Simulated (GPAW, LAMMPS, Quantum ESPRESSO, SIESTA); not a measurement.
# Forces in regrown after partial melting: C with 5 % Si on C sites, (111) (192 atoms), program by program

Aim: forces, pressure of regrown after partial melting: C with 5 % Si on C sites, (111) (192 atoms) at one geometry, from other programs and methods, against plane-wave PBE.

Results are calculated, not measured.

### Step 1. The structure

The cell holds 192 atoms (182 C and 10 Si), with edges of 10.09, 8.73 and 12.78 Å. Recipe: A 2 x 1 x 2 block of diamond C (a = 3.566 Å), 5 % of C replaced at random by Si with its (111) planes normal to z; the lower 50 % held fixed, the rest melted at 8000 K for 10 ps and cooled to 500 K at 50 K/ps with the Tersoff potential (Tersoff, Phys. Rev. B 39, 5566 (1989)); then all atoms free for 10 ps at 500 K, the cell's length along z at zero stress. The density is 3.64 g/cm³.

### Step 2. The reference input

Quantum ESPRESSO 7.5: Kohn-Sham DFT, PBE, SSSP efficiency 1.3.0 pseudopotentials, plane waves. Its input, pw.in:

```
&control
  calculation = 'scf'
  pseudo_dir = './pseudo'
  outdir = './tmp'
  disk_io = 'none'
  tprnfor = .true.
  tstress = .true.
/
&system
  ibrav = 0
  nat = 192
  ntyp = 2
  ecutwfc = 45
  ecutrho = 360
  nosym = .true.
  occupations = 'smearing'
  smearing = 'fd'
  degauss = 0.003675
/
&electrons
  conv_thr = 9.6e-07
  electron_maxstep = 100
  mixing_beta = 0.2
  mixing_mode = 'local-TF'
  diagonalization = 'david'
/
ATOMIC_SPECIES
C 12.011 C.upf
Si 28.085 Si.upf
CELL_PARAMETERS angstrom
10.08617 0.00000 0.00000
0.00000 8.73488 0.00000
0.00000 0.00000 12.77719
ATOMIC_POSITIONS crystal
C 0.71818 0.98268 0.50504
C 0.72742 0.98634 0.62124
C 0.09770 0.90527 0.66371
C 0.09317 0.90436 0.78609
[... 186 atom lines left out ...]
Si 0.47059 0.97922 0.99170
C 0.58568 0.36961 0.28713
K_POINTS gamma
```

```console
$ OMP_NUM_THREADS=1 mpirun -np 4 pw.x -in pw.in > output.txt
```

Wall time 5.5 min (4 MPI ranks of Arm Neoverse V2, shared host); peak memory 4.9 GiB; 22 min of CPU time.

It converged with an r.m.s. force component of 1.4 eV/Å and a pressure of 28 GPa.

### Step 3. What was run beside it

- GPAW 26.7.0: PAW with atomic orbitals (LCAO), plane waves or a real-space grid of spacing h.
- Quantum ESPRESSO 7.5: plane waves; labels (QE) give functional, pseudopotential set and cutoffs of waves/density.
- SIESTA 5.4.2: numerical atomic orbitals, whose automatically made sets are far from complete, with PseudoDojo norm-conserving potentials that we converted to its format (checked against plane waves on the same files for H, C, O, Si, Ge and Ca alone); labels give functional, basis size, energy shift and mesh cutoff.

All use the same cell and atoms, and the electronic-structure runs the same k-mesh.

### Step 4. All runs compared

Differences are against the reference: forces as r.m.s. over components, share as that over the reference's r.m.s. force, slope as the fitted ratio of a run's forces to the reference's.

| run | Δ force, r.m.s. (meV/Å) | share (%) | slope | Δ pressure (GPa) | cores | CPU time | memory (GiB) |
| --- | --- | --- | --- | --- | --- | --- | --- |
| reference | - | - | - | - | 4 | 22 min | 4.9 |
| GPAW PBE, LCAO dzp, h 0.2 Å | 94.2 | 6.82 | 1.042 | - | 4 | 22 min | 4.5 |
| GPAW PBE, LCAO dzp, h 0.2 Å, other mixer settings | 95.2 | 6.88 | 1.042 | - | 4 | 31 min | 4.4 |
| GPAW PBE, LCAO dzp, h 0.25 Å (coarse) | 99.2 | 7.17 | 1.040 | - | 4 | 17 min | 3.9 |
| GPAW PBE, LCAO szp(dzp), h 0.2 Å (coarse) | 245 | 17.7 | 1.073 | - | 2 | 9.5 min | 2.2 |
| GPAW PBE, grid h 0.18 Å | 31.5 | 2.28 | 1.006 | - | 4 | 32 min | 4.3 |
| QE PBE+D3(BJ), sssp-1.3.0-efficiency, 45/360 Ry | 2.24 | 0.162 | 1.000 | -5.79 | 4 | 22 min | 5.0 |
| QE PBE, gbrv-1.5, 40/200 Ry | 10.6 | 0.769 | 1.002 | -0.903 | 4 | 15 min | 2.5 |
| SIESTA BLYP, PBE potentials, DZP, shift 0.01 Ry, mesh 300 Ry | 160 | 11.6 | 1.046 | 21.3 | 4 | 21 min | 3.4 |
| SIESTA PBE, DZP, shift 0.01 Ry, mesh 300 Ry | 132 | 9.56 | 1.053 | 6.97 | 4 | 19 min | 3.4 |
| SIESTA PBE, DZP, shift 0.04 Ry, mesh 300 Ry (coarse) | 79.1 | 5.72 | 1.034 | -1.60 | 4 | 9.1 min | 2.5 |
| SIESTA PBE, SZP, shift 0.01 Ry, mesh 300 Ry (coarse) | 367 | 26.6 | 1.139 | 16.6 | 4 | 14 min | 2.6 |
| SIESTA PBE, TZP, shift 0.01 Ry, mesh 300 Ry | 113 | 8.16 | 1.038 | 5.31 | 4 | 35 min | 4.5 |

Rows marked coarse were listed beforehand as settings not expected to be converged; some can still land near the reference.

CPU time is summed over cores on shared hosts, so it is rough.

### Step 5. What came out

Forces lie from 0.16 % (QE PBE+D3(BJ), sssp-1.3.0-efficiency, 45/360 Ry) to 27 % (SIESTA PBE, SZP, shift 0.01 Ry, mesh 300 Ry, coarse) of the reference's r.m.s. force of 1.4 eV/Å away from it. Other PBE runs on plane waves or a grid: GPAW PBE, grid h 0.18 Å 2.3 % and QE PBE, gbrv-1.5, 40/200 Ry 0.77 % of the r.m.s. force; the reference has errors of its own, so differences under a few per cent don't tell which side is nearer the exact PBE result. The PBE runs in local orbitals, coarse settings apart, differ by 6.8 % (GPAW PBE, LCAO dzp, h 0.2 Å) to 9.6 % (SIESTA PBE, DZP, shift 0.01 Ry, mesh 300 Ry); basis, grid and potentials can all enter. In the reference's own program, potentials and cutoffs, a change of model alone moves forces by 0.16 % (QE PBE+D3(BJ), sssp-1.3.0-efficiency, 45/360 Ry).

Other rows with another functional or a dispersion term differ by 12 % (SIESTA BLYP, PBE potentials, DZP, shift 0.01 Ry, mesh 300 Ry), which mixes the change of model with differences of basis and potentials, some of them made for another functional. Runs with settings chosen to be coarse differ by 5.7 % (SIESTA PBE, DZP, shift 0.04 Ry, mesh 300 Ry) to 27 % (SIESTA PBE, SZP, shift 0.01 Ry, mesh 300 Ry), their programs' other errors included. SIESTA PBE, SZP, shift 0.01 Ry, mesh 300 Ry stiffens the forces by a factor of 1.14 while following their directions (correlation 0.981); the slopes of the 5 SIESTA runs lie between 1.03 and 1.14. From GPAW PBE, LCAO dzp, h 0.25 Å to the finer GPAW PBE, LCAO dzp, h 0.2 Å, other mixer settings the share goes from 7.17 to 6.88 %, so the grid isn't what parts these runs from the reference. Pressures at PBE, coarse settings apart, lie -0.90 to +6.97 GPa from the reference's.

Caveats: The reference's pressure holds the uncorrected Pulay stress of its 45 Ry basis, so small pressure differences may be the reference's own error. The network of bonds at the start is that of the classical potential that made the cell, and needn't be the one that DFT or experiment would give. The reference's stress is far from hydrostatic: its diagonal is 42.6, 33.9, 6.5 GPa, compression counted positive. The electronic-structure runs sample only Γ, in a cell whose shortest periodic width is 9 Å, which is coarse for a cell with partly filled levels. Where levels are smeared, the DFT runs use Fermi–Dirac occupations at 580 K (0.05 eV), and energies are free energies. The reference's cutoffs and mesh weren't converged further here.

[Logs are printed without paths, hosts, clocks, repeated set-up lines and the standing remarks that a program may print on its own settings, such as how far it seeks lower states.]

[Hosts, paths, dates, database ids (printed as entryN), source tags and the programs' standing remarks are cut or masked in the printed files.]

[Cells were taken only where this reference lay near another plane-wave run.]
